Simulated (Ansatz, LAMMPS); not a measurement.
**Relaxing glassy 40SiO2-28Al2O3-16Li2O-16SrO (mol %) (85 atoms)**

How does glassy 40SiO2-28Al2O3-16Li2O-16SrO (mol %) (85 atoms) relax, and what do bonds, charges and levels look like afterwards?

Method: Kohn-Sham DFT, PBE, PAW (set soft_2), plane waves, in Ansatz 0.2.0.

### Step 1. Starting point

The cell holds 85 atoms: 10 Si, 14 Al, 8 Li, 4 Sr and 49 O. Its edges and angles: a = 10.327 Å, b = 10.327 Å, c = 10.327 Å, α = 90.0°, β = 90.0°, γ = 90.0°. 85 atoms (10 Si, 14 Al, 8 Li, 4 Sr, 49 O) placed at random at 2.79 g/cm³, melted at 4000 K for 10 ps at fixed volume with the Morse and Coulomb pair potential with partial charges (Pedone, Malavasi, Menziani, Cormack and Segre, J. Phys. Chem. B 110, 11780 (2006)). Quenched from 4000 K to 300 K at 6 K/ps and fixed volume, held 5 ps, then minimised at fixed cell.

What the set-up can't give: The quench rate of 6 K/ps far exceeds what a furnace or splat quench reaches, so expect more defects and frozen-in strain than in a real sample. The starting topology of bonds comes from the classical model. Sampling is at Γ alone, for a cell whose shortest periodic width is 10 Å.

### Step 2. Single point at the start

The forces at the start show how far the geometry lies from a minimum of this functional.

Input file input.yaml:

```yaml
crystal:
  lattice:
    - [10.3272, 0.0, 0.0]
    - [0.0, 10.3272, 0.0]
    - [0.0, 0.0, 10.3272]
  atoms:
    - { symbol: Si, position: [0.70736, 0.32857, 0.29268] }
    - { symbol: Si, position: [0.90665, 0.5392, 0.92761] }
    - { symbol: Si, position: [0.26176, 0.30095, 0.81847] }
    - { symbol: Si, position: [0.15031, 0.505, 0.13473] }
    [... 75 atom lines left out ...]
    - { symbol: O, position: [0.44506, 0.42385, 0.19011] }
    - { symbol: O, position: [0.25649, 0.60745, 0.07791] }
    - { symbol: O, position: [0.34904, 0.3347, 0.42521] }
    - { symbol: O, position: [0.83384, 0.2569, 0.35357] }
    - { symbol: O, position: [0.95915, 0.59375, 0.79736] }
    - { symbol: O, position: [0.11062, 0.27568, 0.82052] }
kpoints:
  mp_grid: { grid: [1, 1, 1] }
hamiltonian:
  xc: pbe
scf:
  occupations: { method: fermi_dirac, width: 0.025 }
output:
  forces: true
  stress: true
  populations: true
  dos:
    method: { smearing: { sigma: 0.1 } }
    de: 0.1
    projected: { site_lists: { Al: [Al], Li: [Li], O: [O], Si: [Si], Sr: [Sr] } }
  eigenvalues: true
```

Launch:

```console
> ansatz run input.yaml --threads 4 --pin off --max-ram 8192MiB --backend cpu --events-out ev --progress --plain --runs-dir out
```

The job ended after 18 s (4 threads of Arm Neoverse V1, shared host; peak memory 1.3 GiB; 65 s of CPU time).

Read from the output:

| Property | Result |
| --- | --- |
| free energy | -57612.1490 eV |
| free energy per atom | -677.7900 eV/atom |
| SCF cycles | 9 |
| pressure | 4.946 GPa |
| r.m.s. force component | 0.7037 eV/Å |
| longest force | 2.402 eV/Å |
| Fermi energy | 5.679 eV |
| gap (highest filled to lowest empty level) | 3.076 eV |
| spilling of the projection | 0.01112 |

The r.m.s. force component of 0.70 eV/Å and the pressure of 4.9 GPa set the starting point.

Neighbours are counted within 2.23 Å (O-Al), 2.08 Å (O-Si), 2.58 Å (O-Li), 3.18 Å (O-Sr).

Length of the force by element and coordination:

```
element  coordination  atoms  mean length of the force (eV/Å)  spread  least   most
     Al           all     14                            0.838   0.251  0.384   1.30
     Li           all      8                            0.475   0.292  0.228   1.13
     Li             3      1                            0.381       0  0.381  0.381
     Li             4      6                            0.532   0.315   0.24   1.13
     Li             6      1                            0.228       0  0.228  0.228
      O           all     49                             1.34   0.467  0.423   2.40
      O             2      9                             1.11   0.389  0.500   1.67
      O             3     26                             1.31   0.484  0.423   2.38
      O             4     14                             1.54   0.397   1.04   2.40
     Si           all     10                            0.961   0.503  0.148   1.55
     Sr           all      4                            0.748   0.265  0.468   1.14
     Sr             5      2                            0.803   0.335  0.468   1.14
     Sr             6      1                            0.842       0  0.842  0.842
     Sr             7      1                            0.545       0  0.545  0.545
```

### Step 3. Relaxation

The atoms are relaxed in the fixed cell, aiming at the force tolerance of the input.

input.yaml, the sections that differ from step 2:

```yaml
output:
  forces: true
relax:
  f_tol: 0.03
  max_steps: 200
# crystal, kpoints, hamiltonian, scf: as in step 2
```

The job ended after 1.7 min (4 threads; peak memory 1.3 GiB).

Step by step:

```
step  energy less that of the first step (eV)  largest force component (eV/Å)
   1                                   0.0000                          2.3378
   2                                  -1.8660                          1.1315
   3                                  -2.8694                          0.8651
   4                                  -3.1337                          0.3474
   5                                  -3.2349                          0.3804
   6                                  -3.1683                          0.5467
   7                                  -3.2992                          0.1081
   8                                  -3.3082                          0.1239
   9                                  -3.3205                          0.0706
  10                                  -3.3237                          0.1197
  11                                  -3.3267                          0.0391
  12                                  -3.3255                          0.0497
  13                                  -3.3276                          0.0164
```

Relaxation steps 6, 12 were tried and not accepted.

The atoms that moved most (Å):

```
atom      dx      dy      dz  length
Li25   0.213  -0.342  -0.177   0.440
 O37   0.084  -0.064   0.232   0.255
 O71  -0.228   0.091  -0.037   0.248
 O75  -0.133  -0.122   0.169   0.248
Sr33  -0.141  -0.090   0.161   0.232
 O49  -0.075   0.189  -0.087   0.221
Li28   0.071  -0.110  -0.167   0.212
Li29  -0.100  -0.042   0.175   0.206
```

The relaxation changed the energy by -39.1 meV/atom, and atoms moved by 0.13 Å r.m.s., 0.44 Å at most.

### Step 4. Structure statistics after relaxation

Bonds before and after, by the cutoffs listed below:

```csv
pair,bonds before,bonds after,mean before (Å),mean after (Å),spread before (Å),spread after (Å)
O-Al,56,56,1.751,1.778,0.037,0.034
O-Si,40,40,1.611,1.643,0.029,0.026
O-Sr,23,22,2.727,2.612,0.141,0.122
```

Density 2.79 g/cm³, 12.96 Å³ an atom.

g(r), total and by pair (bins of 0.2 Å):

```csv
r (Å),total,O-O,O-Al,O-Si,O-Li,O-Sr,Al-Al
1.50,0.10,0.00,0.00,0.72,0.00,0.00,0.00
1.70,3.46,0.00,9.05,12.55,0.35,0.00,0.00
1.90,0.80,0.00,2.28,0.00,3.34,0.00,0.00
2.10,0.37,0.00,0.00,0.00,3.42,0.00,0.00
2.30,0.14,0.00,0.00,0.00,1.24,0.00,0.00
2.50,0.53,0.68,0.00,0.00,0.36,4.25,0.00
2.70,1.50,3.46,0.18,0.00,0.30,2.75,0.00
2.90,1.27,2.30,0.22,0.10,0.78,0.26,1.04
3.10,1.16,1.38,0.32,0.28,0.70,0.45,2.81
3.30,0.96,0.91,0.63,0.66,0.51,0.20,3.33
3.50,0.81,0.65,0.94,0.73,1.80,0.55,0.00
3.70,1.02,0.77,1.53,1.17,0.73,1.80,0.00
3.90,1.04,0.57,1.29,1.84,1.40,1.04,1.46
4.10,1.15,0.48,1.75,2.08,1.25,0.94,1.08
4.30,1.08,0.61,1.72,1.79,1.03,0.60,0.48
4.50,1.04,0.79,1.56,1.19,1.47,0.54,0.22
4.70,0.88,1.12,0.72,0.77,0.76,1.31,1.01
4.90,0.97,1.35,0.59,0.48,0.84,1.59,1.11
5.10,0.98,1.42,0.59,0.55,0.68,1.38,1.03
```

Bonds by pair of elements; cutoffs follow the first minimum of g(r), held within bounds set by covalent radii, and pairs that aren't listed don't count as bonded:

```csv
pair A-B,cutoff (Å),bonds,mean length (Å),spread (Å),shortest (Å),B about A,A about B
O-Al,2.23,56,1.78,0.034,1.72,1.14,4
O-Si,2.08,40,1.64,0.026,1.60,0.816,4
O-Li,2.27,26,2.00,0.103,1.77,0.531,3.25
O-Sr,3.05,22,2.61,0.122,2.42,0.449,5.5
```

The cutoff for O-Li falls short of the minimum of g(r), so counts run low and odd coordinations can be artefacts.

How many atoms have how many bonded neighbours:

```csv
element,mean,2,3,4,5,7
Al,4,0,0,14,0,0
Li,3.25,0,6,2,0,0
O,2.94,11,30,8,0,0
Si,4,0,0,10,0,0
Sr,5.5,0,0,0,3,1
```

Bond angles, per cent of each kind in bins of 5°:

```csv
angle (°),O-Al-O,O-Si-O,O-Sr-O,O-Li-O,Al-O-Li
55–60,0.0,0.0,7.8,0.0,0.0
60–65,0.0,0.0,7.8,0.0,0.0
65–70,0.0,0.0,2.0,0.0,0.0
70–75,0.0,0.0,0.0,0.0,0.0
75–80,0.0,0.0,19.6,3.3,0.0
80–85,0.0,0.0,0.0,3.3,0.0
85–90,0.0,0.0,5.9,3.3,13.3
90–95,4.8,0.0,7.8,0.0,0.0
95–100,9.5,6.7,5.9,16.7,30.0
100–105,17.9,11.7,2.0,10.0,10.0
105–110,21.4,41.7,5.9,10.0,13.3
110–115,23.8,23.3,3.9,13.3,13.3
115–120,11.9,13.3,5.9,16.7,10.0
120–125,8.3,1.7,5.9,3.3,3.3
125–130,1.2,1.7,2.0,3.3,3.3
130–135,0.0,0.0,0.0,10.0,0.0
135–140,0.0,0.0,0.0,3.3,0.0
140–145,1.2,0.0,3.9,0.0,0.0
145–150,0.0,0.0,3.9,0.0,0.0
150–155,0.0,0.0,5.9,0.0,0.0
155–160,0.0,0.0,2.0,3.3,3.3
160–165,0.0,0.0,0.0,0.0,0.0
165–170,0.0,0.0,2.0,0.0,0.0
```

Bond angles (no mean is given where the spread exceeds 20°):

```csv
angle,count,mean (°),spread (°)
O-Al-O,84,109,8.9
O-Si-O,60,110,5.8
O-Sr-O,51,-,-
O-Li-O,30,112,16.8
Al-O-Li,30,106,13.9
```

Oxygen atoms by the number of network formers (Si, P, Ge, B, Al, As, Ga) bound to them:

```csv
network formers bound to O,O atoms,per cent
0,0,0
1,4,8.2
2,43,87.8
3,2,4.1
```

Network units: each former by its oxygen neighbours and how many of them bridge to another former:

```
former  O neighbours  bridging O  atoms
    Si             4           3      3
    Si             4           4      7
    Al             4           3      1
    Al             4           4     13
```

Bond length by coordination (bonds to H left out):

```csv
element,coordination,atoms,mean bond length (Å)
Li,3,6,1.99
Li,4,2,2.02
O,2,11,1.68
O,3,30,1.89
O,4,8,2.10
Sr,5,3,2.59
Sr,7,1,2.66
```

Rings of the network by King's shortest-path rule, up to 12 atoms, one path for each pair of neighbours; H, halogens, alkali and alkaline-earth atoms are left out, and the last column divides by all other atoms, bonded or not:

| ring size (atoms) | rings | per network atom |
| --- | --- | --- |
| 6 | 1 | 0.014 |
| 8 | 5 | 0.068 |
| 10 | 10 | 0.137 |
| 12 | 15 | 0.205 |

First main peaks of g(r), for some of the pairs, lie near 2.7 Å (O-O), 1.8 Å (O-Al), 1.6 Å (O-Si), 2.0 Å (O-Li), 2.6 Å (O-Sr) and 3.2 Å (Al-Al). The O-Al-O angle averages 109° with a spread of 9°. 88 % of the oxygens bridge two formers (Si and Al) and 8 % are non-bridging; 4 % join three. The commonest Al unit has 4 oxygens, 4 of them shared with other formers (13 of 14 atoms). Rings of 12 atoms are the most common (48 % of those counted); sizes run from 6 to 12, where the search stops.

### Step 5. Single point at the relaxed geometry

One more single point at the end of the walk gives the fuller output and checks the residual forces.

Input file input.yaml:

```yaml
crystal:
  lattice:
    - [10.3272, 0.0, 0.0]
    - [0.0, 10.3272, 0.0]
    - [0.0, 0.0, 10.3272]
  atoms:
    - { symbol: Si, position: [0.7056, 0.32504, 0.29793] }
    - { symbol: Si, position: [0.90296, 0.54238, 0.92111] }
    - { symbol: Si, position: [0.25578, 0.29861, 0.82326] }
    - { symbol: Si, position: [0.14489, 0.5113, 0.12948] }
    [... 75 atom lines left out ...]
    - { symbol: O, position: [0.44654, 0.42709, 0.18872] }
    - { symbol: O, position: [0.2674, 0.60339, 0.07659] }
    - { symbol: O, position: [0.35471, 0.34255, 0.44074] }
    - { symbol: O, position: [0.8379, 0.25578, 0.36092] }
    - { symbol: O, position: [0.95481, 0.58983, 0.78296] }
    - { symbol: O, position: [0.101, 0.27115, 0.81604] }
kpoints:
  mp_grid: { grid: [1, 1, 1] }
hamiltonian:
  xc: pbe
scf:
  occupations: { method: fermi_dirac, width: 0.025 }
output:
  forces: true
  stress: true
  populations: true
  dos:
    method: { smearing: { sigma: 0.08 } }
    de: 0.1
    projected: { site_lists: { Al: [Al], Li: [Li], O: [O], Si: [Si], Sr: [Sr] } }
  eigenvalues: true
  write_density: true
  write_potential: true
  volumetric_format: npy
  elf: true
```

Run time: 17 s. Hardware: 4 threads; peak memory 1.3 GiB; 64 s of CPU time.

The run gave:

- free energy: -57615.4766 eV
- free energy per atom: -677.8291 eV/atom
- SCF cycles: 9
- pressure: 0.2795 GPa
- r.m.s. force component: 0.00455 eV/Å
- longest force: 0.02122 eV/Å
- Fermi energy: 5.649 eV
- gap (highest filled to lowest empty level): 3.82 eV
- spilling of the projection: 0.01106

Löwdin charges by element (they lack the spilled electrons, 0.057 e an atom on average):

```csv
element,coordination,atoms,mean charge (e),spread,least,most
Al,all,14,1.28,0.0373,1.20,1.33
Li,all,8,0.822,0.0158,0.796,0.842
O,all,49,-0.892,0.0607,-1.09,-0.785
Si,all,10,1.67,0.0355,1.60,1.71
Sr,all,4,1.86,0.0114,1.84,1.87
```

Density of states as counts of states in windows of 1 eV (from the Fermi level), total and the larger projections:

| from (eV) | to (eV) | total | O p | Al p |
| --- | --- | --- | --- | --- |
| -14 | -11 | 0.0 | 0.0 | 0.0 |
| -11 | -10 | 4.0 | 2.7 | 0.0 |
| -10 | -9 | 7.5 | 5.2 | 0.1 |
| -9 | -8 | 9.2 | 6.5 | 0.3 |
| -8 | -7 | 23.0 | 17.5 | 0.9 |
| -7 | -6 | 31.1 | 24.2 | 1.8 |
| -6 | -5 | 45.3 | 37.3 | 3.0 |
| -5 | -4 | 55.9 | 50.0 | 2.0 |
| -4 | -3 | 65.0 | 61.1 | 1.0 |
| -3 | -2 | 50.6 | 48.6 | 0.5 |
| -2 | -1 | 2.4 | 2.3 | 0.0 |
| -1 | 1 | 0.0 | 0.0 | 0.0 |
| 1 | 2 | 1.6 | 0.0 | 0.0 |
| 2 | 3 | 1.9 | 0.1 | 0.1 |
| 3 | 4 | 6.7 | 0.6 | 1.0 |
| 4 | 5 | 25.2 | 2.0 | 4.5 |

The curve was stored every 0.10 eV, coarse against its broadening of 0.08 eV, so these counts are rough.

Between -26 and -14 eV lie 122 more states.

The stored curve holds about 416 of the 440 electrons; the rest, give or take the few that broadening carries across the Fermi level, lie in deeper levels below its range.

The levels nearest the highest filled one (over half full), pooled over k-points and spins:

| level less the highest filled one (eV) | occupation |
| --- | --- |
| -0.439 | 2 |
| -0.395 | 2 |
| -0.306 | 2 |
| -0.216 | 2 |
| -0.197 | 2 |
| 0 | 2 |
| 3.82 | 0 |
| 4.83 | 0 |
| 5.56 | 0 |
| 5.63 | 0 |
| 5.77 | 0 |
| 5.94 | 0 |

Mean Löwdin charges: Al +1.28, Li +0.82, O -0.89, Si +1.67, Sr +1.86 e (they miss 1.1 % of the electrons, so they add up to more than the cell's charge).

### Step 6. Summary of results

```json
{"energy change in the relaxation": "-39.15 meV/atom", "r.m.s. displacement": "0.134 Å", "largest displacement": "0.44 Å", "free energy per atom": "-677.8291 eV/atom", "pressure": "0.2795 GPa", "r.m.s. force component": "0.00455 eV/Å", "gap (highest filled to lowest empty level)": "3.82 eV", "wall time of the 4 DFT runs, those left out included": "2.5 min"}
```

Relaxation lowers the energy by 39.1 meV/atom and moves atoms by 0.13 Å r.m.s.; the r.m.s. force component goes from 0.70 to 0.0046 eV/Å, the pressure goes from 4.9 to 0.28 GPa, and the gap from 3.08 to 3.82 eV. First to last step the energy falls by 3.328 eV; the largest move, 0.44 Å, is that of Li25. The O-Sr bonds change most in mean length: from 2.727 Å (spread 0.141) to 2.612 Å (spread 0.122), and their number from 23 to 22. 88 % of the oxygens bridge two formers (Si and Al) and 8 % are non-bridging; 4 % join three. Filled and empty levels are parted by 3.82 eV (at Γ alone); a semilocal functional tends to put such gaps too low. In a disordered cell it changes from sample to sample, and tail or defect levels can set it.

**Limits.** The starting topology of bonds comes from the classical model; in DFT atoms moved by 0.13 Å r.m.s.

[Logs are printed without paths, hosts, clocks, repeated set-up lines and the standing remarks that a program may print on its own settings, such as how far it seeks lower states.]

[Hosts, paths, dates, database ids (printed as entryN), source tags and the programs' standing remarks are cut or masked in the printed files.]
